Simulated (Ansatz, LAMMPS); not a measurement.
# Structural relaxation of aqueous Li+ and OH-, 4.1 mol of salt per kg of water, from a frame at 300 K (87 atoms), part 3 of 3

How does aqueous Li+ and OH-, 4.1 mol of salt per kg of water, from a frame at 300 K (87 atoms) relax, and what do bonds, charges and levels look like afterwards?

Ansatz 0.2.0; Kohn-Sham DFT, PBEsol, PAW (set soft_2), plane waves.

The cell: 29 O, 56 H and 2 Li. The network of contacts between molecules at the start is that of the classical potential that made the cell. The functional has no dispersion term. The density was typed from a rule of thumb and may lie off the real one at this temperature. Sampling is at Γ alone, for a cell whose shortest periodic width is 9 Å.

So far. Step 4 (Relaxation): The relaxation changed the energy by -67.5 meV/atom, and atoms moved by 0.95 Å r.m.s., 2.1 Å at most.

## 6. Single point at the relaxed geometry

The electronic structure is read at the final geometry, in a run of its own.

Input file input.yaml:

```yaml
crystal:
  lattice:
    - [9.28326, 0.0, 0.0]
    - [0.0, 9.28326, 0.0]
    - [0.0, 0.0, 9.28326]
  atoms:
    - { symbol: O, position: [0.80353, 0.09092, 0.72272] }
    - { symbol: H, position: [0.73505, 0.00357, 0.6981] }
    - { symbol: H, position: [0.86055, 0.10687, 0.63393] }
    - { symbol: O, position: [0.83578, 0.47747, 0.56585] }
    - { symbol: H, position: [0.73319, 0.44976, 0.58472] }
    - { symbol: H, position: [0.85337, 0.43706, 0.4669] }
    - { symbol: O, position: [0.8731, 0.73979, 0.23281] }
    - { symbol: H, position: [0.88675, 0.68817, 0.13953] }
    - { symbol: H, position: [0.97512, 0.76122, 0.26018] }
    - { symbol: O, position: [0.97047, 0.08645, 0.95396] }
    - { symbol: H, position: [0.91182, 0.07887, 0.86215] }
    - { symbol: H, position: [0.90661, 0.04284, 0.02976] }
    - { symbol: O, position: [0.95619, 0.60176, 0.97877] }
    - { symbol: H, position: [0.06362, 0.60172, 0.98923] }
    - { symbol: H, position: [0.92953, 0.64773, 0.88526] }
    - { symbol: O, position: [0.26321, 0.96289, 0.7993] }
    - { symbol: H, position: [0.32687, 0.02732, 0.74592] }
    - { symbol: H, position: [0.18966, 0.92628, 0.72328] }
    - { symbol: O, position: [0.77966, 0.98728, 0.14663] }
    - { symbol: H, position: [0.74002, 0.05626, 0.2179] }
    - { symbol: H, position: [0.81196, 0.89298, 0.19333] }
    - { symbol: O, position: [0.11644, 0.41826, 0.60957] }
    - { symbol: H, position: [0.00924, 0.43361, 0.60654] }
    - { symbol: H, position: [0.13801, 0.3575, 0.526] }
    - { symbol: O, position: [0.54532, 0.41269, 0.57677] }
    - { symbol: H, position: [0.50886, 0.4348, 0.67732] }
    - { symbol: H, position: [0.53138, 0.30677, 0.56838] }
    - { symbol: O, position: [0.09385, 0.87084, 0.60574] }
    - { symbol: H, position: [0.05963, 0.96405, 0.55638] }
    - { symbol: H, position: [0.00591, 0.81828, 0.64475] }
    - { symbol: O, position: [0.64823, 0.25021, 0.90959] }
    - { symbol: H, position: [0.70119, 0.20773, 0.82527] }
    - { symbol: H, position: [0.72741, 0.28365, 0.97563] }
    - { symbol: O, position: [0.26651, 0.6578, 0.50483] }
    - { symbol: H, position: [0.21699, 0.74272, 0.54952] }
    - { symbol: H, position: [0.20813, 0.57521, 0.54055] }
    - { symbol: O, position: [0.26304, 0.18604, 0.38001] }
    - { symbol: H, position: [0.16604, 0.15419, 0.42558] }
    - { symbol: H, position: [0.34079, 0.14674, 0.44428] }
    - { symbol: O, position: [0.88173, 0.33705, 0.06149] }
    - { symbol: H, position: [0.91343, 0.43222, 0.02031] }
    - { symbol: H, position: [0.93625, 0.25742, 0.01268] }
    - { symbol: O, position: [0.39565, 0.43216, 0.27643] }
    - { symbol: H, position: [0.33441, 0.35071, 0.30989] }
    - { symbol: H, position: [0.34289, 0.47784, 0.19483] }
    - { symbol: O, position: [0.2256, 0.28043, 0.85914] }
    - { symbol: H, position: [0.17631, 0.32449, 0.77576] }
    - { symbol: H, position: [0.30907, 0.34621, 0.87242] }
    - { symbol: O, position: [0.63676, 0.19893, 0.30102] }
    - { symbol: H, position: [0.57139, 0.27073, 0.25905] }
    - { symbol: H, position: [0.73, 0.25238, 0.32597] }
    - { symbol: O, position: [0.1598, 0.78444, 0.25704] }
    - { symbol: H, position: [0.20599, 0.87659, 0.22353] }
    - { symbol: H, position: [0.20757, 0.74732, 0.34558] }
    - { symbol: O, position: [0.2701, 0.0292, 0.13817] }
    - { symbol: H, position: [0.27166, 0.09366, 0.22578] }
    - { symbol: H, position: [0.37348, 0.01589, 0.10784] }
    - { symbol: O, position: [0.4989, 0.11359, 0.53344] }
    - { symbol: H, position: [0.55733, 0.13383, 0.44411] }
    - { symbol: H, position: [0.54607, 0.02504, 0.57719] }
    - { symbol: O, position: [0.435, 0.74992, 0.89387] }
    - { symbol: H, position: [0.36134, 0.81244, 0.84534] }
    - { symbol: H, position: [0.48606, 0.82668, 0.94946] }
    - { symbol: O, position: [0.60297, 0.71492, 0.41863] }
    - { symbol: H, position: [0.61881, 0.78147, 0.50399] }
    - { symbol: H, position: [0.69509, 0.71057, 0.36723] }
    - { symbol: O, position: [0.5307, 0.99533, 0.01957] }
    - { symbol: H, position: [0.6236, 0.97659, 0.07365] }
    - { symbol: H, position: [0.55658, 0.08696, 0.96971] }
    - { symbol: O, position: [0.88558, 0.31091, 0.34625] }
    - { symbol: H, position: [0.90735, 0.31988, 0.24051] }
    - { symbol: H, position: [0.94333, 0.23143, 0.39838] }
    - { symbol: O, position: [0.87396, 0.72406, 0.71128] }
    - { symbol: H, position: [0.86014, 0.63816, 0.6474] }
    - { symbol: H, position: [0.78432, 0.78526, 0.69258] }
    - { symbol: O, position: [0.24039, 0.59378, 0.06548] }
    - { symbol: H, position: [0.31182, 0.64598, 0.00494] }
    - { symbol: H, position: [0.21146, 0.66819, 0.13969] }
    - { symbol: O, position: [0.46336, 0.45328, 0.84265] }
    - { symbol: H, position: [0.4746, 0.55531, 0.87108] }
    - { symbol: H, position: [0.54353, 0.39033, 0.88066] }
    - { symbol: O, position: [0.64166, 0.88418, 0.64845] }
    - { symbol: H, position: [0.57788, 0.84593, 0.72315] }
    - { symbol: O, position: [0.02163, 0.12369, 0.50454] }
    - { symbol: H, position: [0.04625, 0.17949, 0.59001] }
    - { symbol: Li, position: [0.4637, 0.56267, 0.43769] }
    - { symbol: Li, position: [0.17897, 0.09412, 0.95085] }
kpoints:
  mp_grid: { grid: [1, 1, 1] }
hamiltonian:
  xc: pbesol
scf:
  occupations: { method: gaussian, width: 0.025 }
output:
  forces: true
  stress: true
  populations: true
  dos:
    method: { smearing: { sigma: 0.1 } }
    de: 0.1
    projected: { site_lists: { H: [H], Li: [Li], O: [O] } }
  eigenvalues: true
  write_density: true
  write_potential: true
  volumetric_format: npy
  elf: true
```

The run is started by

```bash
$ ansatz run input.yaml --threads 4 --pin off --max-ram 8192MiB --backend cpu --events-out ev --progress --plain --runs-dir out
```

Numbers of over 12 decimals in the logs are rounded to 6 here.

Log:

```text
[...]
Crystal: 87 atoms, lattice volume = 800.021 Å³
Basis set: ecut = 420 eV, 15515 PW (Γ), exchange–correlation on 128×128×128 points (8 copies of the dense FFT grid, shifted against one another)
Bands: 205, of which v1, the nominal top of the filled ones, is band 118 counted from 1 (117 counted from 0)
Symmetry: 1 space group operations
[...]
k-points: 1
[...]
SCF iter   1: F=—  HF=-17568.755892 eV  |F-HF|=—  |Δ(HF+E_count)|=         —  Δρ=6.37e-3  dr2=2.23e-1  ethr=1.77e-3  ⟨swp⟩=6.0  Hψ=948  notcnv=0  defer=41
[...]
SCF iter   9: F=-17568.683249 eV  HF=-17568.683249 eV  |F-HF|=3.09e-8  |Δ(HF+E_count)|=   3.17e-7  Δρ=3.28e-6  dr2=6.31e-8  ethr=4.24e-11  ⟨swp⟩=17.0  Hψ=1754  notcnv=0
SCF 1 converged in 9 iterations: F = -17568.683249 eV  dr2 = 6.31e-8
[...]
WARN: The input density's exchange-correlation potential varies sharply where the density is thin. Do not read a vacuum level from v_tot or v_xc, or from such a field of the output density. On a cell that repeats whose density bears no net charge and no dipole along the vacuum's axis use v_es (v_loc + v_h of the components); [...]
SCF converged after 9 iterations
Free energy (F): -17568.683249 eV
[...]
Internal energy: -17568.683249 eV  (E = F + TS)
E sigma→0 (E₀):  -17568.683249 eV
Fermi energy:    0.438389 eV
[...]
--- Forces (eV/Å), atoms counted from 1 ---
  atom   1  O     -0.00255732    -0.00029607     0.00178224
  atom   2  H     -0.00359158    -0.00213197     0.00171373
  atom   3  H     -0.00042508    -0.00183474    -0.00416506
  atom   4  O      0.00831331    -0.00309184    -0.00240432
  atom   5  H     -0.00123764     0.00127299     0.00078758
  atom   6  H     -0.00005356     0.00139795     0.00118650
  atom   7  O      0.00050939    -0.00023284     0.00251541
  atom   8  H      0.00316548    -0.00168025     0.00019986
  atom   9  H     -0.00284279     0.00031565    -0.00351806
  atom  10  O      0.00237406     0.00016020     0.00219044
  atom  11  H     -0.00047687    -0.00177933    -0.00267572
  atom  12  H     -0.00286671    -0.00043618    -0.00028644
  atom  13  O      0.00265208    -0.00303897     0.00118804
  atom  14  H     -0.00310350     0.00182027     0.00252898
[...]
atom  86  Li     0.00423387    -0.00046662    -0.00102588
  atom  87  Li    -0.00090972     0.00139720    -0.00017371
  max |Σ_I F_I| component: 3.32e-5 eV/Å
--- Stress (GPa, compression-positive) ---
       -0.824616       0.292265       0.166049
        0.292266      -1.168427       0.609306
        0.166048       0.609304      -0.362753
  P = ⅓ Tr σ = -0.7853 GPa (-7.853 kbar)
--- Band table (eV) ---
[...]
--- Löwdin populations: 87 sites ---
  site symbol       q [e]
     0      O      6.6868
     1      H      0.6434
     2      H      0.6238
[...]
86     Li      2.2236
  spilling = 0.009903 (of n_electrons = 236.000000)
```

Run time: 4.8 s. Hardware: 4 threads of Arm Neoverse V2, shared host; peak memory 0.81 GiB.

The program notes that the exchange-correlation potential is rough where the density is thin.

Read from the output:

| Quantity | Value |
| --- | --- |
| free energy | -17568.6832 eV |
| free energy per atom | -201.9389 eV/atom |
| SCF cycles | 9 |
| pressure | -0.7853 GPa |
| r.m.s. force component | 0.00557 eV/Å |
| longest force | 0.04353 eV/Å |
| Fermi energy | 0.4384 eV |
| gap (highest filled to lowest empty level) | 4.63 eV |
| spilling of the projection | 0.009903 |

Löwdin charges by element and coordination (they lack the spilled electrons, 0.027 e an atom on average):

| element | coordination | atoms | mean charge (e) | spread | least | most |
| --- | --- | --- | --- | --- | --- | --- |
| H | all | 56 | 0.377 | 0.0106 | 0.353 | 0.403 |
| Li | all | 2 | 0.778 | 0.0013 | 0.776 | 0.779 |
| O | all | 29 | -0.702 | 0.035 | -0.777 | -0.655 |
| O | 1 | 2 | -0.760 | 6.0e-4 | -0.760 | -0.759 |
| O | 2 | 19 | -0.679 | 0.0139 | -0.712 | -0.655 |
| O | 3 | 8 | -0.741 | 0.0198 | -0.777 | -0.718 |

Density of states as counts of states in windows of 1 eV (from the Fermi level), total and the larger projections:

| from (eV) | to (eV) | total | O p | H s | O s |
| --- | --- | --- | --- | --- | --- |
| -14 | -10 | 0.0 | 0.0 | 0.0 | 0.0 |
| -10 | -9 | 18.3 | 12.7 | 5.4 | 0.0 |
| -9 | -8 | 35.6 | 24.9 | 10.1 | 0.1 |
| -8 | -7 | 1.9 | 1.4 | 0.3 | 0.2 |
| -7 | -6 | 20.2 | 15.4 | 2.4 | 2.1 |
| -6 | -5 | 22.6 | 18.5 | 1.6 | 2.1 |
| -5 | -4 | 13.9 | 12.2 | 0.5 | 1.0 |
| -4 | -3 | 47.8 | 46.9 | 0.3 | 0.1 |
| -3 | -2 | 13.8 | 13.5 | 0.1 | 0.0 |
| -2 | 2 | 0.0 | 0.0 | 0.0 | 0.0 |
| 2 | 3 | 2.0 | 0.0 | 1.0 | 0.5 |
| 3 | 4 | 0.0 | 0.0 | 0.0 | 0.0 |
| 4 | 5 | 11.7 | 1.0 | 5.7 | 1.7 |

Between -26 and -14 eV lie 58 more states.

The levels nearest the highest filled one (over half full), pooled over k-points and spins:

| level less the highest filled one (eV) | occupation |
| --- | --- |
| -0.568 | 2 |
| -0.378 | 2 |
| -0.375 | 2 |
| -0.29 | 2 |
| -0.0674 | 2 |
| 0 | 2 |
| 4.63 | 0 |
| 6.50 | 0 |
| 6.73 | 0 |
| 6.86 | 0 |
| 6.94 | 0 |
| 6.98 | 0 |

Valence density in the ac plane at fractional y = 0.094, with atoms of O and H and Li within 0.2 Å of it. It is the smooth field of the valence electrons, not physical close to the nuclei.

Ten steps, logarithmic in the rise over the least value, from '0' (0.0 e/Å³) to '9' (6.6 e/Å³), each cell a mean:
```
96359951000124652100013699
85359841000013432100013689
53214421000001111110113677
31101121100000000111233554
10000122210000000124565332
00000112210000000136897421
00000011210000000147998520
00000000000011100136887521
22110000001234321123566522
54320000012467641001234333
87531000013699852000011246
99642111123699852000001247
88632222333467642000000146
55433344432234432100000124
22222344421112222110000011
00011344320000123221000000
00001233210000123321100000
00000244310000123333210000
00001356521000012234321000
00001467531000001134432100
00002467642111110123332100
10002456532122221112222221
32101233321123432101112344
64224421110134542100013577
```
Columns run along a (9.3 Å), rows up along c (9.3 Å). Atoms in or near the plane, at fractional coordinates: O at (0.80, 0.72), H at (0.86, 0.63), O at (0.97, 0.95), H at (0.91, 0.86), H at (0.27, 0.23), O at (0.50, 0.53), H at (0.56, 0.97), Li at (0.18, 0.95).

ELF in the ac plane at fractional y = 0.094, with atoms of O and H and Li within 0.2 Å of it. It is the smooth field of the valence electrons, not physical close to the nuclei.

Values in units of 1e-1, 13 rows by 16 columns, each cell a mean:
```
8.2 4.1 6.9 7.9 0.4 0.1 0.2 2.6 7.7 6.7 1.2 0.3 0.1 1.9 6.9 5.4
6.0 2.2 1.2 1.4 0.7 0.5 0.1 0.3 1.4 1.0 0.6 0.4 0.9 1.9 7.8 7.9
0.8 0.2 0.4 1.5 2.5 3.1 1.2 0.0 0.0 0.1 0.3 2.8 6.7 7.1 4.3 2.3
0.1 0.1 0.2 0.9 2.9 4.8 1.3 0.2 0.3 0.1 0.9 6.2 6.7 6.4 6.5 1.1
2.3 1.8 0.4 0.1 0.4 0.4 1.4 3.9 4.6 2.4 0.4 3.3 6.3 8.7 6.9 1.1
7.1 6.1 2.3 0.2 0.1 0.9 6.1 7.6 6.9 6.1 1.2 0.3 1.7 3.8 2.7 6.1
7.3 7.9 3.1 1.5 2.3 3.0 4.7 7.9 7.2 6.5 1.6 0.1 0.1 0.5 4.4 8.2
6.2 4.5 2.9 5.2 5.8 5.8 1.8 3.3 5.2 4.2 1.4 0.6 0.1 0.1 1.6 4.7
0.8 0.4 1.3 4.3 5.4 3.4 0.6 0.2 0.9 4.1 5.7 2.3 0.3 0.1 0.1 0.3
0.0 0.0 0.3 2.7 5.8 3.1 0.4 0.0 0.9 4.5 4.7 2.6 3.7 1.5 0.3 0.0
0.0 0.1 1.6 6.1 8.6 5.9 1.7 0.3 0.3 0.5 0.8 3.6 6.1 4.1 1.4 0.1
1.0 0.2 2.7 7.5 8.1 6.1 2.5 1.8 3.6 1.7 0.3 1.4 3.7 2.9 1.5 1.6
6.5 2.7 1.2 2.6 4.1 2.6 0.7 3.6 6.9 5.5 0.9 0.2 0.7 1.5 6.6 7.1
```
Columns run along a (9.3 Å), rows up along c (9.3 Å). Atoms in or near the plane, at fractional coordinates: O at (0.80, 0.72), H at (0.86, 0.63), O at (0.97, 0.95), H at (0.91, 0.86), H at (0.27, 0.23), O at (0.50, 0.53), H at (0.56, 0.97), Li at (0.18, 0.95).

Mean Löwdin charges: H +0.38, Li +0.78, O -0.70 e (they miss 0.99 % of the electrons, so they add up to more than the cell's charge). The largest share in the top eV of filled states is O p (99 % of the projected weight), and in the lowest eV of empty states H s (54 % of the projected weight).

Local excerpt of 12 atoms (numbers count through the whole input) about Li86, one of the 2 Li atoms; x, y, z are measured from there.

| atom | x | y | z | distance (Å) | bonds | Löwdin charge (e) |
| --- | --- | --- | --- | --- | --- | --- |
| Li86 | 0.00 | 0.00 | 0.00 | 0.00 | 4 | 0.78 |
| O64 | 1.29 | 1.41 | -0.18 | 1.92 | 3 | -0.78 |
| O43 | -0.63 | -1.21 | -1.50 | 2.03 | 3 | -0.75 |
| O25 | 0.76 | -1.39 | 1.29 | 2.04 | 3 | -0.73 |
| O34 | -1.83 | 0.88 | 0.62 | 2.13 | 3 | -0.72 |
| H26 | 0.42 | -1.19 | 2.22 | 2.56 | 1 | 0.37 |
| H36 | -2.37 | 0.12 | 0.95 | 2.56 | 1 | 0.38 |
| H65 | 1.44 | 2.03 | 0.62 | 2.56 | 1 | 0.37 |
| H44 | -1.20 | -1.97 | -1.19 | 2.59 | 1 | 0.38 |
| H66 | 2.15 | 1.37 | -0.65 | 2.63 | 1 | 0.40 |
| H45 | -1.12 | -0.79 | -2.25 | 2.64 | 1 | 0.39 |
| H27 | 0.63 | -2.38 | 1.21 | 2.74 | 1 | 0.38 |

The column of bonds counts only the pairs H-O within 1.21 Å, O-Li within 2.52 Å; other neighbours, such as metal atoms beside each other in a compound, aren't counted, and periodic images can show an atom twice.

## 7. A repeat

The input is that of the reference in all keys that bear on the result, so the run is a repeat.

Input file input.yaml:

```yaml
crystal:
  lattice:
    - [9.28326, 0.0, 0.0]
    - [0.0, 9.28326, 0.0]
    - [0.0, 0.0, 9.28326]
  atoms:
    [... the 87 atom lines of step 3 ...]
kpoints:
  mp_grid: { grid: [1, 1, 1], shift: [0.0, 0.0, 0.0] }
hamiltonian:
  xc: pbesol
scf:
  occupations: { method: gaussian, width: 0.025 }
output:
  forces: true
  stress: true
  populations: true
  dos:
    method: { smearing: { sigma: 0.08 } }
    de: 0.1
    projected: { site_lists: { H: [H], Li: [Li], O: [O] } }
  eigenvalues: true
```

Log:

```text
[...]
Crystal: 87 atoms, lattice volume = 800.021 Å³
Basis set: ecut = 420 eV, 15515 PW (Γ), exchange–correlation on 128×128×128 points (8 copies of the dense FFT grid, shifted against one another)
Bands: 205, of which v1, the nominal top of the filled ones, is band 118 counted from 1 (117 counted from 0)
Symmetry: 1 space group operations
[...]
k-points: 1
[...]
SCF iter   1: F=—  HF=-17562.906380 eV  |F-HF|=—  |Δ(HF+E_count)|=         —  Δρ=6.52e-3  dr2=2.63e-1  ethr=1.77e-3  ⟨swp⟩=6.0  Hψ=952  notcnv=0  defer=36
[...]
SCF iter  10: F=-17562.812035 eV  HF=-17562.812035 eV  |F-HF|=1.53e-8  |Δ(HF+E_count)|=   9.49e-9  Δρ=9.79e-7  dr2=8.40e-9  ethr=4.24e-11  ⟨swp⟩=3.0  Hψ=567  notcnv=0
SCF 1 converged in 10 iterations: F = -17562.812035 eV  dr2 = 8.40e-9
[...]
SCF converged after 10 iterations
Free energy (F): -17562.812035 eV
[...]
Internal energy: -17562.812035 eV  (E = F + TS)
E sigma→0 (E₀):  -17562.812035 eV
Fermi energy:    0.202612 eV
[...]
--- Forces (eV/Å), atoms counted from 1 ---
  atom   1  O     -0.45269042     0.18559424     0.10648071
  atom   2  H      0.50668504     0.20522591    -0.02126717
  atom   3  H     -0.42536536    -0.21149205    -0.69563391
  atom   4  O     -0.31967256     0.10894954     0.57449868
  atom   5  H      0.67350224     0.12972974    -0.22760103
  atom   6  H     -0.41637892     0.21526698     0.18843988
  atom   7  O      0.27313724    -0.26933090     0.24213854
  atom   8  H     -0.16689821    -0.13418399     0.63593602
  atom   9  H     -0.05534492     0.53144116    -1.00162946
  atom  10  O     -0.00033275    -0.03912179     0.09592020
  atom  11  H      0.27591984    -0.68650530     0.60675714
  atom  12  H      0.08026871     0.41247728    -0.39244158
  atom  13  O      0.77240817    -0.18851857     0.13183833
  atom  14  H     -0.62443285     0.02497717     0.51978310
[...]
atom  86  Li     0.01321315    -0.01466545     0.05808113
  atom  87  Li    -0.21468116    -0.21354106    -0.07537214
  max |Σ_I F_I| component: 1.04e-5 eV/Å
--- Stress (GPa, compression-positive) ---
       -2.802582       0.419198      -0.184653
        0.419198      -2.101730       0.593216
       -0.184653       0.593217      -3.062117
  P = ⅓ Tr σ = -2.6555 GPa (-26.555 kbar)
--- Band table (eV) ---
[...]
--- Löwdin populations: 87 sites ---
  site symbol       q [e]
     0      O      6.6675
     1      H      0.6143
     2      H      0.6272
[...]
86     Li      2.2255
  spilling = 0.010492 (of n_electrons = 236.000000)
```

Run time: 4.9 s. Hardware: 4 threads; peak memory 0.81 GiB; 18 s of CPU time.

Geometry and reference: those of the single point at the start.

Forces differ from those of the single point at the start by 0 meV/Å r.m.s., 0 % of their size. It took 1.0 times the reference's time (shared host, so rough).

## 8. Outcome

* energy change in the relaxation: -67.48 meV/atom
* r.m.s. displacement: 0.949 Å
* largest displacement: 2.09 Å
* free energy per atom: -201.9389 eV/atom
* pressure: -0.7853 GPa
* r.m.s. force component: 0.00557 eV/Å
* gap (highest filled to lowest empty level): 4.63 eV
* wall time of the 4 DFT runs: 2.1 min

What this shows: Relaxation lowers the energy by 67.5 meV/atom and moves atoms by 0.95 Å r.m.s.; the r.m.s. force component goes from 0.44 to 0.0056 eV/Å, the pressure goes from -2.7 to -0.79 GPa, and the gap from 4.11 to 4.63 eV. By the final cutoffs no bond was broken or made. First to last step the energy falls by 5.871 eV; the largest move, 2.09 Å, is that of H9. The O-Li bonds change most in mean length: from 2.002 Å (spread 0.057) to 2.010 Å (spread 0.060). Counting bonds as in the table, all H atoms have 1, all Li atoms have 4 and 66 % of O atoms have 2 bonded neighbours. The 27 water molecules hold 3.33 hydrogen bonds each to other water on average, with a mean O–O distance of 2.74 Å. The highest filled and lowest empty levels differ by 4.63 eV (at Γ alone); a semilocal functional tends to put such gaps too low. In a disordered cell it changes from sample to sample and from frame to frame.

What to keep in mind: The network of contacts between molecules at the start is that of the classical potential that made the cell; in DFT atoms moved by 0.95 Å r.m.s.

[Logs are printed without paths, hosts, clocks, repeated set-up lines and the standing remarks that a program may print on its own settings, such as how far it seeks lower states.]

[Hosts, paths, dates, database ids (printed as entryN), source tags and the programs' standing remarks are cut or masked in the printed files.]
